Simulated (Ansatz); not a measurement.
# Ru (P6_3/mmc, 2 atoms in the cell): modes against uniaxial strain along c

Aim: how do the optical modes of Ru (P6_3/mmc, 2 atoms in the cell) shift and split under this strain?

Method: DFT LDA, scalar-relativistic, plane waves, PAW; PAW set soft_1, in Ansatz 0.2.0.

This is a report of a sequence of runs, with most program output left out.

## Step 1: The starting structure

It takes space group P6_3/mmc (No. 194, hexagonal). The conventional cell has a = 2.706 Å, b = 2.706 Å, c = 4.282 Å, α = 90.00°, β = 90.00°, γ = 120.00°. Nearest to Ru lie 12 Ru at 2.65 to 2.71 Å.

Structure file:

```cif
data_structure
_symmetry_space_group_name_H-M 'P 1'
_symmetry_Int_Tables_number 1
_cell_length_a 2.7058
_cell_length_b 2.7058
_cell_length_c 4.2819
_cell_angle_alpha 90.000
_cell_angle_beta 90.000
_cell_angle_gamma 120.000
_cell_volume 27.15
loop_
_atom_site_label
_atom_site_type_symbol
_atom_site_fract_x
_atom_site_fract_y
_atom_site_fract_z
_atom_site_occupancy
Ru1 Ru 0.33333 0.66667 0.25000 1
Ru2 Ru 0.66667 0.33333 0.75000 1
```

## Step 2: A rough relaxation first

The start is far from rest, so a relaxation with loose tolerances brings it close first.

input.yaml reads:

```yaml
crystal:
  lattice:
    - [2.7058, 0.0, 0.0]
    - [-1.3529, 2.3432915376, 0.0]
    - [0.0, 0.0, 4.2819]
  atoms:
    - { symbol: Ru, position: [0.33333333, 0.66666667, 0.25] }
    - { symbol: Ru, position: [0.66666667, 0.33333333, 0.75] }
kpoints:
  mp_grid: { grid: [9, 9, 6] }
hamiltonian:
  xc: lda
  pseudopotentials: { kind: paw, azcp: { folder: soft_1 }, xc_functional: pbe }
scf:
  occupations: { method: gaussian, width: 0.1 }
output:
  forces: true
  stress: true
  eigenvalues: true
relax:
  adjacent_minimum: "off"
  f_tol: 0.05
  max_steps: 80
  cell: { stress_tol: 0.5 }
```

Started as:

```sh
$ ansatz run input.yaml --threads 4 --pin off --max-ram 10240MiB --backend cpu --events-out ev --progress --plain --runs-dir out
```

Wall time 1.7 s (4 threads of Arm Neoverse V2, shared host); peak memory 0.29 GiB; 5.7 s of CPU time.

Step by step:

```
step  energy less that of the first step (eV)  largest force component (eV/Å)  pressure (GPa)  volume (Å³)
   1                                   0.0000                          0.0000          -12.48        27.15
   2                                   0.0165                          0.0000           17.87        25.05
   3                                  -0.0410                          0.0000           -1.09        26.25
   4                                  -0.0414                          0.0000           -0.01        26.17
  5*                                  -0.0399                          0.0000           -0.07        26.17
```

Relaxation steps marked * repeat the geometry before them on a plane-wave basis chosen anew for their cell, so energy and pressure can jump there. Relaxation step 2 was tried and not accepted.

Forces are held to the 24 operations that the run works with; a distortion that breaks them can't arise in this run.

```
conventional cell, symmetrised  before  after  change
                         a (Å)   2.706  2.673  -1.2 %
                         b (Å)   2.706  2.673  -1.2 %
                         c (Å)   4.282  4.229  -1.2 %
              volume (Å³/atom)   13.57  13.08  -3.6 %
```

The relaxed structure:

```cif
data_structure
_symmetry_space_group_name_H-M 'P 1'
_symmetry_Int_Tables_number 1
_cell_length_a 2.6731
_cell_length_b 2.6731
_cell_length_c 4.2286
_cell_angle_alpha 90.000
_cell_angle_beta 90.000
_cell_angle_gamma 120.000
_cell_volume 26.17
loop_
_atom_site_label
_atom_site_type_symbol
_atom_site_fract_x
_atom_site_fract_y
_atom_site_fract_z
_atom_site_occupancy
Ru1 Ru 0.33333 0.66667 0.25000 1
Ru2 Ru 0.66667 0.33333 0.75000 1
```

Numbers from this step:

```
pressure          : -0.07320 GPa
volume per atom   : 13.08 Å³
gap on the k-mesh : 0 eV
```

In this step the volume went from 13.57 to 13.08 Å³/atom.

## Step 3: Relaxation

Harmonic phonons are second derivatives at a point where the forces vanish, and they are wanted at zero stress, so atoms and cell are relaxed first.

input.yaml, the sections that differ from step 2:

```yaml
crystal:
  lattice:
    - [2.6731301593, 0.0, 0.0]
    - [-1.3365650797, 2.3149986256, 0.0]
    - [0.0, 0.0, 4.2286286099]
  atoms:
    - { symbol: Ru, position: [0.3333333333, 0.6666666667, 0.25] }
    - { symbol: Ru, position: [0.6666666667, 0.3333333333, 0.75] }
kpoints:
  mp_grid: { grid: [18, 18, 10] }
output:
  forces: true
  stress: true
  eigenvalues: true
  write_density: true
  write_potential: true
  elf: true
  volumetric_format: npy
relax:
  adjacent_minimum: "off"
  f_tol: 0.005
  max_steps: 80
  cell: { stress_tol: 0.05 }
# hamiltonian, scf: as in step 2
```

The job ended after 5.2 s (4 threads; peak memory 0.39 GiB).

Little changed from the start: no atom moved by 0.005 Å and no cell edge by 0.1 %.

This step gave:

* pressure: 0.002386 GPa
* volume per atom: 13.09 Å³

Electrostatic potential energy in the ac plane at fractional y = 0.333, with atoms of Ru within 0.2 Å of it. With pseudopotentials it is smooth inside the atoms' cores, unlike the true potential.

Values in eV, 22 rows by 14 columns:
```
 22  24  24  24  23  21  17  11   4   0   1   6  13  19
 19  23  24  24  22  17   7  -9 -22 -29 -27 -18  -3  11
 14  21  23  23  19  10 -10 -32 -48 -55 -54 -43 -25  -3
  7  19  22  22  16   1 -25 -49 -66 -72 -72 -61 -42 -16
  3  18  21  21  14  -5 -33 -59 -72 -72 -72 -71 -51 -24
  3  18  21  21  14  -5 -33 -59 -72 -72 -72 -71 -51 -24
  7  19  22  22  16   1 -25 -49 -66 -72 -72 -61 -42 -16
 14  21  23  23  19  10 -10 -32 -48 -55 -54 -43 -25  -3
 19  23  24  24  22  17   7  -9 -22 -29 -27 -18  -3  11
 22  24  24  24  23  21  17  11   4   0   1   6  13  19
 23  23  23  23  23  22  21  20  18  17  17  19  20  22
 22  21  21  21  21  22  22  23  22  22  22  23  23  22
 19  16  15  15  17  20  22  23  24  24  24  24  23  21
 14   8   4   5   9  15  20  22  24  24  24  24  22  19
  7  -2  -7  -6   0   9  17  21  23  24  24  23  21  16
  3  -8 -13 -12  -5   5  15  20  23  24  24  23  20  13
  3  -8 -13 -12  -5   5  15  20  23  24  24  23  20  13
  7  -2  -7  -6   0   9  17  21  23  24  24  23  21  16
 14   8   4   5   9  15  20  22  24  24  24  24  22  19
 19  16  15  15  17  20  22  23  24  24  24  24  23  21
 22  21  21  21  21  22  22  23  22  22  22  23  23  22
 23  23  23  23  23  22  21  20  18  17  17  19  20  22
```
Columns run along a (2.7 Å; values clipped at the 3rd and 97th percentile), rows up along c (4.2 Å). Atoms in or near the plane, at fractional coordinates: Ru at (0.67, 0.75).

ELF in the ac plane at fractional y = 0.333, with atoms of Ru within 0.2 Å of it. It is the smooth field of the valence electrons, not physical close to the nuclei.

Ten even steps from '0' (0.22) to '9' (0.61):
```
11221112333211
01210125777642
10110258999974
21111379999996
31111489867997
31111489867997
21111379999996
10110258999974
01210125777642
11221112333211
21011111000011
10000122111122
00000112222221
12222111222210
24443210122101
35654310111101
35654310111101
24443210122101
12222111222210
00000112222221
10000122111122
21011111000011
```
Columns run along a (2.7 Å), rows up along c (4.2 Å). Atoms in or near the plane, at fractional coordinates: Ru at (0.67, 0.75).

Valence density in the ac plane at fractional y = 0.333, with atoms of Ru within 0.2 Å of it. It is the smooth field of the valence electrons, not physical close to the nuclei.

Values in e/Å³, 22 rows by 14 columns:
```
 0  0  0  0  0  0  1  1  1  1  1  1  1  1
 0  0  0  0  0  1  1  2  3  3  3  2  1  1
 1  0  0  0  0  1  2  4  5  6  6  5  3  1
 1  1  0  0  1  1  3  6  8 10  9  7  5  2
 1  1  0  0  1  2  4  7 10 12 11  9  6  3
 1  1  0  0  1  2  4  7 10 12 11  9  6  3
 1  1  0  0  1  1  3  6  8 10  9  7  5  2
 1  0  0  0  0  1  2  4  5  6  6  5  3  1
 0  0  0  0  0  1  1  2  3  3  3  2  1  1
 0  0  0  0  0  0  1  1  1  1  1  1  1  1
 0  0  0  0  0  0  0  0  1  1  1  1  0  0
 0  0  0  0  0  0  0  0  0  0  0  0  0  0
 0  1  1  1  1  0  0  0  0  0  0  0  0  0
 1  1  1  1  1  1  0  0  0  0  0  0  0  1
 1  1  2  2  1  1  1  0  0  0  0  0  0  1
 1  2  2  2  2  1  1  0  0  0  0  0  0  1
 1  2  2  2  2  1  1  0  0  0  0  0  0  1
 1  1  2  2  1  1  1  0  0  0  0  0  0  1
 1  1  1  1  1  1  0  0  0  0  0  0  0  1
 0  1  1  1  1  0  0  0  0  0  0  0  0  0
 0  0  0  0  0  0  0  0  0  0  0  0  0  0
 0  0  0  0  0  0  0  0  1  1  1  1  0  0
```
Columns run along a (2.7 Å), rows up along c (4.2 Å). Atoms in or near the plane, at fractional coordinates: Ru at (0.67, 0.75).

In this step the volume went from 13.08 to 13.09 Å³/atom.

## Step 4: Tight relaxation

Phonons need small forces and stress, so the relaxation is finished with tight tolerances on 18×18×12 k points.

input.yaml reads:

```yaml
crystal:
  lattice:
    - [2.6740588123, 0.0, 0.0]
    - [-1.3370294062, 2.3158028627, 0.0]
    - [0.0, 0.0, 4.2267610386]
  atoms:
    - { symbol: Ru, position: [0.3333333333, 0.6666666667, 0.25] }
    - { symbol: Ru, position: [0.6666666667, 0.3333333333, 0.75] }
kpoints:
  mp_grid: { grid: [18, 18, 12] }
hamiltonian:
  xc: lda
  pseudopotentials: { kind: paw, azcp: { folder: soft_1 }, xc_functional: pbe }
scf:
  occupations: { method: methfessel_paxton, width: 0.2 }
output:
  forces: true
  stress: true
  eigenvalues: true
relax:
  adjacent_minimum: "off"
  f_tol: 0.001
  max_steps: 60
  cell: { stress_tol: 0.01 }
```

The job ended after 5 s (4 threads; peak memory 0.4 GiB).

Little changed from the start: no atom moved by 0.005 Å and no cell edge by 0.1 %.

This step gave:

```
pressure : 0.002125 GPa
```

The forces vanish by symmetry and the pressure is 0.002 GPa, within the tolerances set. The cell now holds 13.09 Å³/atom.

## Step 5: Zone-centre response at rest

The force constants come from the linear response of the density to a displacement.

The modes at rest are the reference of the series.

input.yaml, the sections that differ from step 4:

```yaml
crystal:
  lattice:
    - [2.6749044221, 0.0, 0.0]
    - [-1.3374522111, 2.3165351823, 0.0]
    - [0.0, 0.0, 4.2239497632]
  atoms:
    - { symbol: Ru, position: [0.3333333333, 0.6666666667, 0.25] }
    - { symbol: Ru, position: [0.6666666667, 0.3333333333, 0.75] }
output:
  eigenvalues: true
phonons:
  method: dfpt
# kpoints, hamiltonian, scf: as in step 4
# relax: removed
```

The job ended after 20 s (4 threads; peak memory 1.2 GiB; 74 s of CPU time).

Numbers from this step:

```yaml
sum_rule_residual_before_enforcement: 8.06e-5 eV/Å²
point_group: 6/mmm
highest_optical_mode_at_the_zone_centre_no_lo_to_term: 277.7 cm⁻¹
lowest_optical_zone_centre_mode: 211.6 cm⁻¹
```

Patterns of degenerate modes are one choice out of their space. Modes at Γ:

```
mode  frequency (cm⁻¹)  symmetry
   1               0.0  acoustic
   2               0.0  acoustic
   3               0.0  acoustic
   4             211.6       E2g
   5             211.6       E2g
   6             277.7       B1g
```

Displacements in mode 4 (211.6 cm⁻¹), the largest set to 1:
```
Ru1  1.00  0.00  0.00
Ru2 -1.00  0.00  0.00
```

Displacements in mode 6 (277.7 cm⁻¹), the largest set to 1:
```
Ru1  0.00  0.00  1.00
Ru2  0.00  0.00 -1.00
```

Before it was imposed, the acoustic sum rule was missed by 8.1e-5 eV/Å². Small misses are needed for a sound result but don't prove that mesh and cutoff are converged. The lowest optical mode is real, 212 cm⁻¹.

## Step 6: Relaxation of a member: uniaxial strain of +4 % along c

The cell takes a uniaxial strain of +4 % along c. The strained length and the angles are held, while the rest of the cell and the atoms relax.

input.yaml, the sections that differ from step 5:

```yaml
crystal:
  lattice:
    - [2.6576900432, 0.0, 0.0]
    - [-1.3288450216, 2.3016270928, 0.0]
    - [0.0, 0.0, 4.3929077537]
  atoms:
    - { symbol: Ru, position: [0.3333333331, 0.6666666669, 0.25] }
    - { symbol: Ru, position: [0.6666666669, 0.3333333331, 0.75] }
output:
  forces: true
  stress: true
  eigenvalues: true
relax:
  adjacent_minimum: "off"
  f_tol: 0.001
  max_steps: 60
  cell: { stress_tol: 0.01, fix: [c, angles] }
# kpoints, hamiltonian, scf: as in step 5
# phonons: removed
```

Elapsed: 16 s, on 4 threads; peak memory 0.57 GiB; 60 s of CPU time.

Relaxation path:

```
step  energy less that of the first step (eV)  largest force component (eV/Å)  pressure (GPa)  volume (Å³)
   1                                   0.0000                          0.0000           -8.88        26.87
   2                                  -0.0004                          0.0000           -6.35        26.67
   3                                  -0.0007                          0.0000           -7.65        26.77
   4                                  -0.0007                          0.0000           -7.63        26.77
  5*                                  -0.0005                          0.0000           -7.64        26.77
```

Relaxation steps marked * repeat the geometry before them on a plane-wave basis chosen anew for their cell, so energy and pressure can jump there. Relaxation step 2 was tried and not accepted.

```
conventional cell, symmetrised  before  after  change
                         a (Å)   2.658  2.653  -0.2 %
                         b (Å)   2.658  2.653  -0.2 %
                         c (Å)   4.393  4.393  -0.0 %
              volume (Å³/atom)   13.44  13.39  -0.4 %
```

The relaxed structure:

```cif
data_structure
_symmetry_space_group_name_H-M 'P 1'
_symmetry_Int_Tables_number 1
_cell_length_a 2.6528
_cell_length_b 2.6528
_cell_length_c 4.3929
_cell_angle_alpha 90.000
_cell_angle_beta 90.000
_cell_angle_gamma 120.000
_cell_volume 26.77
loop_
_atom_site_label
_atom_site_type_symbol
_atom_site_fract_x
_atom_site_fract_y
_atom_site_fract_z
_atom_site_occupancy
Ru1 Ru 0.33333 0.66667 0.25000 1
Ru2 Ru 0.66667 0.33333 0.75000 1
```

This step gave:

- pressure: -7.641 GPa
- volume per atom: 13.39 Å³

The largest force component left is 2.2e-4 meV/Å.

## Step 7: Modes of this member: uniaxial strain of +4 % along c

The zone-centre modes follow for uniaxial strain of +4 % along c.

input.yaml, the sections that differ from step 6:

```yaml
crystal:
  lattice:
    - [2.6528145183, 0.0, 0.0]
    - [-1.3264072592, 2.2974047644, 0.0]
    - [0.0, 0.0, 4.3929077537]
  atoms:
    - { symbol: Ru, position: [0.3333333375, 0.6666666625, 0.25] }
    - { symbol: Ru, position: [0.6666666625, 0.3333333375, 0.75] }
output:
  eigenvalues: true
phonons:
  method: dfpt
# kpoints, hamiltonian, scf: as in step 6
# relax: removed
```

The job ended after 20 s (4 threads; peak memory 1.2 GiB; 75 s of CPU time).

This step gave:

| Item | Value |
| --- | --- |
| sum-rule residual before enforcement | 7.51e-5 eV/Å² |
| highest optical mode at the zone centre (no LO-TO term) | 219.6 cm⁻¹ |
| lowest optical zone-centre mode | 191.4 cm⁻¹ |

Patterns of degenerate modes are one choice out of their space. Modes at Γ:

```
mode  frequency (cm⁻¹)  symmetry
   1               0.0  acoustic
   2               0.0  acoustic
   3               0.0  acoustic
   4             191.4       E2g
   5             191.4       E2g
   6             219.6       B1g
```

Displacements in mode 5 (191.4 cm⁻¹), the largest set to 1:
```
Ru1  1.00  0.00  0.00
Ru2 -1.00  0.00  0.00
```

Displacements in mode 6 (219.6 cm⁻¹), the largest set to 1:
```
Ru1  0.00  0.00  1.00
Ru2  0.00  0.00 -1.00
```

The lowest optical mode is real, 191 cm⁻¹, and the highest lies at 219.6 cm⁻¹.

Between step 5 and this run (strain 4 %) the value for the highest optical mode at the zone centre (no LO-TO term) moves from 278 cm⁻¹ to 220 cm⁻¹ (-21 %).

## Step 8: A member of the series: uniaxial strain of -4 % along c

The cell takes a uniaxial strain of -4 % along c. The strained length and the angles are held, while the rest of the cell and the atoms relax.

input.yaml, the sections that differ from step 7:

```yaml
crystal:
  lattice:
    - [2.6966330702, 0.0, 0.0]
    - [-1.3483165351, 2.3353527435, 0.0]
    - [0.0, 0.0, 4.0549917728]
  atoms:
    - { symbol: Ru, position: [0.3333333295, 0.6666666705, 0.25] }
    - { symbol: Ru, position: [0.6666666705, 0.3333333295, 0.75] }
output:
  forces: true
  stress: true
  eigenvalues: true
relax:
  adjacent_minimum: "off"
  f_tol: 0.001
  max_steps: 60
  cell: { stress_tol: 0.01, fix: [c, angles] }
# kpoints, hamiltonian, scf: as in step 7
# phonons: removed
```

Elapsed: 21 s, on 4 threads; peak memory 0.56 GiB; 79 s of CPU time.

(Continued in part 2 of 2.)

[Logs are printed without paths, hosts, clocks, repeated set-up lines and the standing remarks that a program may print on its own settings, such as how far it seeks lower states.]

[Hosts, paths, dates, database ids (printed as entryN), source tags and the programs' standing remarks are cut or masked in the printed files.]
